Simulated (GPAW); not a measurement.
# Work function of Nb2COS MXene monolayer at several levels, part 2 of 2

Aim: the work function of both faces of Nb2COS MXene monolayer, and its spread over functionals and bases.

GPAW 26.7.0; GPAW, PAW setups; layer in a repeated cell with vacuum, relaxation of atoms and in-plane cell (the session's first sound run).

So far, upper work function (eV): step 3 (plane waves, PBE) 5.58; step 4 (OptPBE vdW: xc = "optPBE-vdW", GPAW, PAW setups, GPAW) 5.84; step 5 (self-consistent run: xc = "RPBE") 5.43; step 6 (self-consistent run: xc = "vdW-DF2", GPAW, PAW setups, GPAW) 6.06.

### 7. Self-consistent run: xc = "revPBE"

The same geometry under revPBE, to see how far the functional moves the levels against the vacuum.

The input, run.py:

```python
import json
import numpy as np
from ase import Atoms
from gpaw import GPAW, PW

slab = Atoms(
    ['S', 'Nb', 'C', 'Nb', 'O'],
    positions=[
        [0.00000, 1.83713, 8.00000],
        [1.59100, 0.91856, 9.66956],
        [0.00000, -0.00000, 10.90410],
        [0.00000, 1.83713, 12.13914],
        [1.59100, 0.91856, 13.18131]],
    cell=[[3.182, -0.0, 0.0], [-1.591, 2.75569, 0.0], [0.0, 0.0, 21.1813]],
    pbc=[True, True, False])

slab.calc = GPAW(mode=PW(500), xc='revPBE', kpts={'size': (12, 12, 1), 'gamma': True},
                 occupations={'name': 'fermi-dirac', 'width': 0.05}, nbands='160%',
                 convergence={'density': 1e-05}, maxiter=200,
                 poissonsolver={'dipolelayer': 'xy'},
                 symmetry={'tolerance': 1e-3}, txt='slab.txt')
result = {}
energy = slab.get_potential_energy()
fermi = slab.calc.get_fermi_level()
v = slab.calc.get_electrostatic_potential().mean((0, 1)) - fermi
n = slab.calc.get_pseudo_density().mean((0, 1))
L = slab.cell[2, 2]
z = np.arange(len(v)) * L / len(v)
low, high = slab.positions[:, 2].min(), slab.positions[:, 2].max()
below, above = np.interp([low - 5.8, high + 5.8], z, v)
slopes = [np.interp(x, z, np.gradient(v, z)) for x in (low - 5.8, high + 5.8)]
eps = np.array([[slab.calc.get_eigenvalues(k, s) for k in range(len(slab.calc.get_ibz_k_points()))]
                for s in range(slab.calc.get_number_of_spins())]) - fermi
top, bottom = eps[eps < 0].max(), eps[eps > 0].min()
dipole = slab.get_dipole_moment()[2]
print(f'energy {energy:.4f} eV, Fermi level {fermi:.4f} eV, dipole {dipole:.5f} e A')
print(f'potential 5.8 A off the faces, from the Fermi level: lower {below:.4f} eV, upper {above:.4f} eV')
print(f'slope of the potential there: lower {slopes[0]:.5f}, upper {slopes[1]:.5f} eV/A')
print(f'nearest levels on the mesh: {top:.4f} and {bottom:.4f} eV')
print('magnetic moment', round(slab.get_magnetic_moment(), 3))
result.update(energy=energy, fermi=fermi, dipole=dipole, below=below, above=above, slopes=slopes, edges=[top, bottom],
              z=z.tolist(), v=v.tolist(), n=n.tolist(), positions=slab.positions.tolist(),
              forces=slab.get_forces(apply_constraint=False).tolist(), moments=slab.get_magnetic_moments().tolist())
json.dump(result, open('result.json', 'w'))
```

The run is started by

```bash
OMP_NUM_THREADS=1 OPENBLAS_NUM_THREADS=1 python run.py
```

Elapsed: 71 s, on 1 thread of Intel Xeon Platinum 8488C (Sapphire Rapids), shared host; peak memory 0.26 GiB.

Numbers from this step:

```
dipole along the normal                    : -0.003479 e·Å
levels nearest the Fermi level on the mesh : -0.03056, 0.02053 eV from the Fermi level
upper work function                        : 5.444 eV
lower work function                        : 5.383 eV
```

The upper face's work function is 5.444 eV, against 5.582 eV in the first plane-wave PBE run at this geometry.

### 8. Self-consistent run: xc = "LDA"

The same geometry under LDA, to see how far the functional moves the levels against the vacuum.

Changes to run.py since step 7:

```diff
@@ -16,3 +16,3 @@
 
-slab.calc = GPAW(mode=PW(500), xc='revPBE', kpts={'size': (12, 12, 1), 'gamma': True},
+slab.calc = GPAW(mode=PW(500), xc='LDA', kpts={'size': (12, 12, 1), 'gamma': True},
                  occupations={'name': 'fermi-dirac', 'width': 0.05}, nbands='160%',
```

The job ended after 68 s (1 thread; peak memory 0.26 GiB).

This step gave:

* dipole along the normal: -0.01189 e·Å
* levels nearest the Fermi level on the mesh: -0.04260, 0.03005 eV from the Fermi level
* upper work function: 5.955 eV
* lower work function: 5.721 eV

The electrostatic potential energy of an electron (without an applied field's), less the Fermi level, planar mean oscillates, so the rows of the table below give means over windows of 0.5 Å about each position, cut where the curve ends. Its maxima inside the range that stand out by 2 % of the span (Å: eV): 8.70: -4.83, 10.50: -8.12, 11.35: -8.35, 12.86: -10.6. Its minima: 8.04: -18.4, 9.65: -22.7, 10.87: -11.9, 12.10: -23.2, 13.14: -11.5.

The electrostatic potential energy of an electron (without an applied field's), less the Fermi level, planar mean by z; means over each step:

z (Å), electrostatic potential energy of an electron (without an applied field's), less the Fermi level, planar mean (eV) and a bar from the least value:
```
      0.0        5.8 ##############################
      0.5        5.7 ##############################
      1.0        5.7 ##############################
      1.5        5.7 ##############################
      2.0        5.7 ##############################
      2.5        5.7 ##############################
      3.0        5.7 ##############################
      3.5        5.7 ##############################
      4.0        5.7 ##############################
      4.5        5.7 ##############################
      5.0        5.7 ##############################
      5.5        5.7 ##############################
      6.0        5.6 ##############################
      6.5        5.2 #############################
      7.0        3.3 ###########################
      7.5       -4.7 ##################
      8.0      -16.3 #####
      8.5       -7.8 ###############
      9.0       -8.3 ##############
      9.5      -19.9 #
     10.0      -16.9 #####
     10.5       -9.1 #############
     11.0      -10.7 ###########
     11.5      -10.8 ###########
     12.0      -20.9 
     12.5      -16.9 #####
     13.0      -11.0 ###########
     13.5       -2.9 ####################
     14.0        4.4 ############################
     14.5        5.7 ##############################
     15.0        5.9 ##############################
     15.5        5.9 ##############################
     16.0        6.0 ##############################
     16.5        6.0 ##############################
     17.0        6.0 ##############################
     17.5        6.0 ##############################
     18.0        6.0 ##############################
     18.5        6.0 ##############################
     19.0        6.0 ##############################
     19.5        6.0 ##############################
     20.0        6.0 ##############################
     20.5        6.0 ##############################
     21.0        5.9 ##############################
```

The upper face's work function is 5.955 eV, against 5.582 eV in the first plane-wave PBE run at this geometry.

### 9. Real-space grid: mode = "fd"

A real-space grid is a second complete basis, so it checks the plane-wave result.

Changes to run.py since step 8:

```diff
@@ -3,3 +3,3 @@
 from ase import Atoms
-from gpaw import GPAW, PW
+from gpaw import GPAW
 
@@ -16,3 +16,3 @@
 
-slab.calc = GPAW(mode=PW(500), xc='LDA', kpts={'size': (12, 12, 1), 'gamma': True},
+slab.calc = GPAW(mode='fd', h=0.18, xc='PBE', kpts={'size': (12, 12, 1), 'gamma': True},
                  occupations={'name': 'fermi-dirac', 'width': 0.05}, nbands='160%',
```

The job ended after 4 min (1 thread; peak memory 0.65 GiB).

Numbers from this step:

```
dipole along the normal                    : -0.005721 e·Å
levels nearest the Fermi level on the mesh : -0.03315, 0.02212 eV from the Fermi level
upper work function                        : 5.593 eV
lower work function                        : 5.475 eV
```

The electrostatic potential energy of an electron (without an applied field's), less the Fermi level, planar mean oscillates, so the rows of the table below give means over windows of 1 Å about each position, cut where the curve ends. Its maxima inside the range that stand out by 2 % of the span (Å: eV): 8.8: -5.11, 10.5: -8.40, 11.3: -8.59, 12.9: -10.9. Its minima: 8.0: -18.7, 9.7: -23.1, 10.9: -12.2, 12.1: -23.5, 13.1: -11.8.

Table of electrostatic potential energy of an electron (without an applied field's), less the Fermi level, planar mean by z; means over each step:

```tsv
z (Å)	electrostatic potential energy of an electron (without an applied field's), less the Fermi level, planar mean (eV)
0	5.48
1	5.48
2	5.48
3	5.48
4	5.47
5	5.47
6	5.34
7	2.37
8	-12.9
9	-10.2
10	-16.5
11	-10.1
12	-18.9
13	-10.8
14	3.37
15	5.53
16	5.59
17	5.59
18	5.59
19	5.59
20	5.59
21	5.59
```

The upper face's work function is 5.593 eV, against 5.582 eV in the first plane-wave PBE run at this geometry.

### 10. Atomic orbitals: mode = "lcao"

Atom-centred orbitals end a few angstrom from the surface, which tests how much the density's tail matters.

Changes to run.py since step 9:

```diff
@@ -16,4 +16,4 @@
 
-slab.calc = GPAW(mode='fd', h=0.18, xc='PBE', kpts={'size': (12, 12, 1), 'gamma': True},
-                 occupations={'name': 'fermi-dirac', 'width': 0.05}, nbands='160%',
+slab.calc = GPAW(mode='lcao', basis='dzp', h=0.18, xc='PBE', kpts={'size': (12, 12, 1), 'gamma': True},
+                 occupations={'name': 'fermi-dirac', 'width': 0.05}, nbands='120%',
                  convergence={'density': 1e-05}, maxiter=200,
```

Run time: 9 min. Hardware: 1 thread; peak memory 0.34 GiB.

Numbers from this step:

```
dipole along the normal                    : -0.01752 e·Å
levels nearest the Fermi level on the mesh : -0.05209, 0.03509 eV from the Fermi level
upper work function                        : 5.859 eV
lower work function                        : 5.497 eV
```

The electrostatic potential energy of an electron (without an applied field's), less the Fermi level, planar mean oscillates, so the rows of the table below give means over windows of 1 Å about each position, cut where the curve ends. Its maxima inside the range that stand out by 2 % of the span (Å: eV): 8.8: -5.24, 10.5: -8.54, 11.3: -8.75, 12.9: -11.0. Its minima: 8.0: -18.7, 9.7: -23.2, 10.9: -12.3, 12.1: -23.7, 13.1: -11.9.

The electrostatic potential energy of an electron (without an applied field's), less the Fermi level, planar mean by z; means over each step:

z (Å), electrostatic potential energy of an electron (without an applied field's), less the Fermi level, planar mean (eV) and a bar from the least value:
```
        0        5.5 ##############################
        1        5.5 ##############################
        2        5.5 ##############################
        3        5.5 ##############################
        4        5.5 ##############################
        5        5.5 ##############################
        6        5.4 #############################
        7        2.4 ##########################
        8      -13.0 #######
        9      -10.4 ###########
       10      -16.7 ###
       11      -10.3 ###########
       12      -19.1 
       13      -10.9 ##########
       14        3.6 ###########################
       15        5.8 ##############################
       16        5.9 ##############################
       17        5.9 ##############################
       18        5.9 ##############################
       19        5.9 ##############################
       20        5.9 ##############################
       21        5.9 ##############################
```

The upper face's work function is 5.859 eV, against 5.582 eV in the first plane-wave PBE run at this geometry.

### 11. All levels side by side

Times are for 1 thread of Intel Xeon Platinum 8488C (Sapphire Rapids), shared host. The runs compared:

```tsv
no.	run	upper work function (eV)	lower work function (eV)	time	memory (GiB)
1	pw	5.582	5.480	73 s	0.27
2	optPBE vdW	5.843	5.717	98 s	0.45
3	RPBE	5.435	5.386	77 s	0.27
4	vdW DF2	6.059	5.872	2.5 min	0.46
5	revPBE	5.444	5.383	71 s	0.26
6	LDA	5.955	5.721	68 s	0.26
7	fd	5.593	5.475	4 min	0.65
8	lcao	5.859	5.497	9 min	0.34
```

### 12. Side by side

Results and costs are gathered.

This step: comparison of work functions, dipole and cost (GPAW 26.7.0).

Ladder, by row:

```tsv
step	code	work function, upper (eV)	work function, lower (eV)	dipole (e Å)	wall time (s)	peak memory (GiB)	threads
pw	GPAW	5.582	5.48	-0.005484	72.99	0.27	1
optPBE-vdW	GPAW	5.843	5.717	-0.00665	98.1	0.45	1
RPBE	GPAW	5.435	5.386	-0.002892	76.83	0.27	1
vdW-DF2	GPAW	6.059	5.872	-0.009601	149.4	0.46	1
revPBE	GPAW	5.444	5.383	-0.003479	70.75	0.26	1
LDA	GPAW	5.955	5.721	-0.01189	67.62	0.26	1
fd	GPAW	5.593	5.475	-0.005721	237.3	0.65	1
lcao	GPAW	5.859	5.497	-0.01752	540.1	0.34	1
```

### 13. Summary of results

| Property | Result |
| --- | --- |
| work function, upper and lower face | 5.582 and 5.480 eV |
| dipole along the normal | -0.00548 e Å |

What this shows: With plane waves and PBE the work function is 5.58 eV on the upper face and 5.48 eV on the lower. The two faces differ by 0.10 eV, the step that the slab's dipole makes (e p/(ε0 A) gives 0.11 eV), so the dipole layer is needed. Over the sound runs of the table the upper face's work function spans 5.435 (RPBE) to 6.059 eV (vdW-DF2). Atomic orbitals miss the plane-wave value by 0.28 eV, since they describe the tail of the density in the vacuum poorly. The relaxation of atoms and cell ran in a fully periodic cell without the dipole layer, so the atoms of this polar layer felt a small spurious field. The layer's cell and atoms come from the relaxation; spin-orbit coupling and temperature are left out.

[Logs are printed without paths, hosts, clocks, repeated set-up lines and the standing remarks that a program may print on its own settings, such as how far it seeks lower states.]

[Hosts, paths, dates, database ids (printed as entryN), source tags and the programs' standing remarks are cut or masked in the printed files.]
